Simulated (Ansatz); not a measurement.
# Is Au-Ir stack of (111) layers a stable metal?, part 3 of 3

Question: is the lattice of Au-Ir stack of (111) layers stable, and if so, what are its coupling constant and resistivity?

Ansatz 0.2.0; DFT PBE, scalar-relativistic, plane waves, PAW; PAW set soft_1.

So far, lowest on path (cm⁻¹): step 5 (lattice stability: q 2×2×1, k 8×8×1) -59.1.

### 6. Phonons by linear response: q 3×3×1, k 9×9×1

An imaginary mode on so few k-points may come from the sampling, so the phonons are repeated with another q and k mesh.

The input, input.yaml:

```yaml
crystal:
  lattice:
    - [2.6973485435, 2.8677e-06, 0.0]
    - [-1.3486767553, 2.3359709276, 0.0]
    - [0.0, 0.0, 28.2340518678]
  atoms:
    - { symbol: Au, position: [0.0, 0.0, 0.1896571863] }
    - { symbol: Ir, position: [0.3333333333, 0.6666666667, 0.2784665552] }
  periodic: [true, true, false]
kpoints:
  mp_grid: { grid: [9, 9, 1] }
hamiltonian:
  xc: pbe
  pseudopotentials: { kind: paw, azcp: { folder: soft_1 } }
scf:
  occupations: { method: methfessel_paxton, width: 0.2 }
output:
  eigenvalues: true
phonons:
  method: dfpt
  qmesh: [3, 3, 1]
  temperatures: { t_max: 1000, t_step: 50 }
  qpath:
    path:
      - [0.0, 0.0, 0.0]
      - [0.5, 0.0, 0.0]
      - [0.33333333, 0.33333333, 0.0]
      - [0.0, 0.0, 0.0]
    npoints: 10
```

Started as:

```sh
ansatz run input.yaml --threads 4 --pin off --max-ram 20480MiB --backend cpu --events-out ev --progress --plain --runs-dir out
```

Numbers of over 12 decimals in the logs are rounded to 6 here.

Log:

```text
[...]
Crystal: 2 atoms, lattice volume = 177.901 Å³
Basis set: ecut = 420 eV, 3533 PW (Γ), exchange–correlation on 40×40×384 points (8 copies of the dense FFT grid, shifted against one another)
Bands: 22, of which v1, the nominal top of the filled ones, is band 18 counted from 1 (17 counted from 0)
Symmetry: 6 space group operations
k-points: 12 of 81 (time reversal used)
[...]
SCF iter   1: F=—  HF=-25087.995793 eV  |F-HF|=—  |Δ(HF+E_count)|=         —  Δρ=6.68e-2  dr2=5.11e1  ethr=3.10e-3  ⟨swp⟩=11.8  Hψ=2136  notcnv=0
[...]
SCF iter  15: F=-25086.286625 eV  HF=-25086.286625 eV  |F-HF|=1.71e-10  |Δ(HF+E_count)|=  3.13e-10  S|Δr|=    0.00e0  Δρ=3.37e-8  dr2=1.59e-12  ethr=1.00e-12  ⟨swp⟩=10.2  Hψ=1696  notcnv=0
SCF 1 converged in 15 iterations: F = -25086.286625 eV  dr2 = 1.59e-12
[...]
SCF converged after 15 iterations
[...]
Free energy (F): -25086.286625 eV
[...]
Internal energy: -25086.295800 eV  (E = F + TS)
E sigma→0 (E₀):  -25086.288919 eV
Entropy (-TS):   0.009175 eV (4.587 meV/atom)
Fermi energy:    -5.729221 eV
Step filling:    the computed levels leave a gap of 0.1461 eV = 0.7 smearing widths at the electron count; against every level under it full and every level over it empty, smearing changes F+E_penalty+E_count by +6.132 meV and its σ→0 estimate by +3.839 meV
[...]
--- Band table (eV; the first three rows and the last of 12) ---
  k-point 0: bands = [... 14 lower, -8.3355, -7.5807, -7.5807, -7.4092, -5.2159, -5.1552, -5.1552, -0.5195]
  k-point 1: bands = [... 14 lower, -8.2487, -8.0633, -7.5432, -7.0076, -6.1519, -5.2443, -3.6834, -0.2049]
  k-point 2: bands = [... 14 lower, -8.5439, -8.0472, -7.4825, -6.6600, -5.8502, -5.4632, -1.9288, 0.7135]
  k-point 11: bands = [... 14 lower, -8.3599, -7.6531, -7.1542, -5.8684, -0.4920, 0.3832, 1.5336, 2.4764]
[...]
ASR residual: 6.067e-5 → 0.000e0 eV/Å²; symmetrization residual: 1.037e-4 eV/Å²
  ASR residual per site (eV/Å²): 6.07e-5 2.94e-5
  Γ frequencies (cm⁻¹): 0.00 0.00 0.00 36.86 36.86 96.47
--- Phonons (arbitrary-q DFPT): 3 irreducible q on the 3×3×1 mesh ---
[...]
interpolated dispersion: 31 rows × 6 modes
[...]
```

Wall time 1.7 min (4 threads of Arm Neoverse V1, shared host); peak memory 1.1 GiB; 6.6 min of CPU time.

This step gave:

* share of imaginary modes in the plain interpolation between solved wavevectors: 0.1663
* highest frequency, solved or plainly interpolated: 212 cm⁻¹

Solved on the 3×3×1 mesh alone; all other wavevectors are interpolated. Phonon branches along the path, in cm⁻¹:

```tsv
point	branch 1	branch 2	branch 3	branch 4	branch 5	branch 6
Γ	0	0	0	37	37	96
halfway	-11	66	69	79	113	153
M	-25	63	99	108	160	212
halfway	-29	67	121	134	159	203
K	-33	70	145	152	174	180
halfway	-12	67	82	98	123	164
Γ	0	0	0	37	37	96
```

The phonon branches as a text plot (rows in cm⁻¹):

```
    207 |               ************
    197 |                           **
    187 |             **              ***  *******
    176 |           **                   **       **
    166 |                             ***  **       **
    156 |         **    ***********************
    146 |             **            *   ***  *****    ***
    136 |                          * ***   **  *****
    125 |       **  **            ***        **     **
    115 |         **           ****            *****     **
    105 |     **        **********                    ***
     95 |*****  **    ********                    ****     ******
     85 |     **    ****                            *******
     74 |       ******                *******         ***  **
     64 |   **************************       **************
     54 |     ****                                         *****
     44 | ******                                         **  ***
     34 |*                                                 ******
     23 | ****
     13 | **                                                 ***
      3 |*                                                      *
     -7 | ****  ******                              *******  ***
    -17 |     **      ****                        **       **
    -28 |                 ************************
         Γ                   M           K                      Γ
```

Lowest modes at the softest wavevector of the mesh. Modes at q = (0.333, 0.333, 0.000), with each element's share of the kinetic energy (negative means imaginary):

```tsv
mode	frequency (cm⁻¹)	Au %	Ir %
1	-32.6	98	2
2	70.5	0	100
3	145.3	2	98
4	152.1	5	95
5	174.1	100	0
6	179.9	95	5
```

Displacements in mode 1 (-32.6 cm⁻¹), the largest set to 1, in the home cell (x, y, z of the real part, then of the imaginary part):
```
Au1 0.00 0.00 1.00 0.00 0.00 0.00
Ir2 0.00 0.09 0.00 0.09 0.00 0.00
```

Displacements in mode 6 (179.9 cm⁻¹), the largest set to 1, in the home cell (x, y, z of the real part, then of the imaginary part):
```
Au1 -0.71  0.71  0.00  0.71  0.71  0.00
Ir2 -0.16 -0.16  0.00  0.16 -0.16  0.00
```

The modes has structure finer than the step of the table below, so its rows give means over 10 cm⁻¹, whole bins alone (the curve runs from -42.6 to 228 cm⁻¹). Peaks (cm⁻¹: height): Au -25.6: 0.043, -12.0: 0.0480, 66.2: 0.0161, 84.9: 0.0155, 108.7: 0.0217, 149.6: 0.0139, 192.1: 0.0290; Ir -12.0: 0.0234, 64.5: 0.105, 98.5: 0.0250, 158.1: 0.0411.

Phonopy on the run's constants, 21x21x1 mesh, Gaussian sigma 2.0 cm⁻¹. Table of modes by wavenumber; means over each step; values in 1/cm⁻¹/cell:

```tsv
wavenumber (cm⁻¹)	Au	Ir
-30	0.0273	7.4e-4
-20	0.0302	0.00314
-10	0.0258	0.0120
0	3.8e-4	3.5e-4
10	4.6e-4	5.3e-4
20	7.9e-4	0.00122
30	0.00127	0.00244
40	0.00324	0.00563
50	0.00462	0.00709
60	0.00902	0.0426
70	0.0133	0.0580
80	0.00971	0.0108
90	0.0117	0.0153
100	0.0185	0.0235
110	0.0183	0.0192
120	0.0134	0.0163
130	0.0116	0.0158
140	0.00996	0.0161
150	0.0101	0.0237
160	0.00799	0.0246
170	0.00775	2.9e-4
180	0.0104	1.5e-4
190	0.0223	2.8e-4
200	0.0196	1.8e-4
210	0.0115	8.3e-5
220	1.6e-4	9.0e-7
```

No LO-TO term; unit eigenvectors of the mass-weighted matrix. The modes at Γ (shares of kinetic energy by element, %):

```tsv
mode	frequency (cm⁻¹)	symmetry	Au %	Ir %
1	0.0	unnamed	51	49
2	0.0	unnamed	51	49
3	0.0	unnamed	51	49
4	36.9	E	49	51
5	36.9	E	49	51
6	96.5	A1	49	51
```

Displacements in mode 5 (36.9 cm⁻¹), the largest set to 1:
```
Au1 -0.90 -0.98  0.00
Ir2  0.92  1.00  0.00
```

Displacements in mode 6 (96.5 cm⁻¹), the largest set to 1:
```
Au1  0.00  0.00 -0.98
Ir2  0.00  0.00  1.00
```

Among the solved wavevectors the lowest mode, translations apart, is -32.6 cm⁻¹, imaginary.

### 7. Outcome

```
phonon run of the rows without a label of their own : PBE, q 3×3×1, k 9×9×1
softest mode on the q mesh                          : -32.6 cm⁻¹ at q = (0.333, 0.333, 0)
highest frequency, solved or plainly interpolated   : 212 cm⁻¹
```

What this shows: The lattice is dynamically unstable at this level: a mode at q = (0.333, 0.333, 0) is imaginary, 32.6i cm⁻¹, so no harmonic coupling constant or resistivity is defined for this structure. These meshes are coarse, and single modes of a metal can move by tens of cm⁻¹ with the k mesh. The coarser mesh found an imaginary mode at another wavevector, which this mesh lacks. Spin–orbit coupling, left out here, matters for Au and Ir. The structure was built by hand as an ordered model, and its stability against other phases was not tested.

[Logs are printed without paths, hosts, clocks, repeated set-up lines and the standing remarks that a program may print on its own settings, such as how far it seeks lower states.]

[Hosts, paths, dates, database ids (printed as entryN), source tags and the programs' standing remarks are cut or masked in the printed files.]
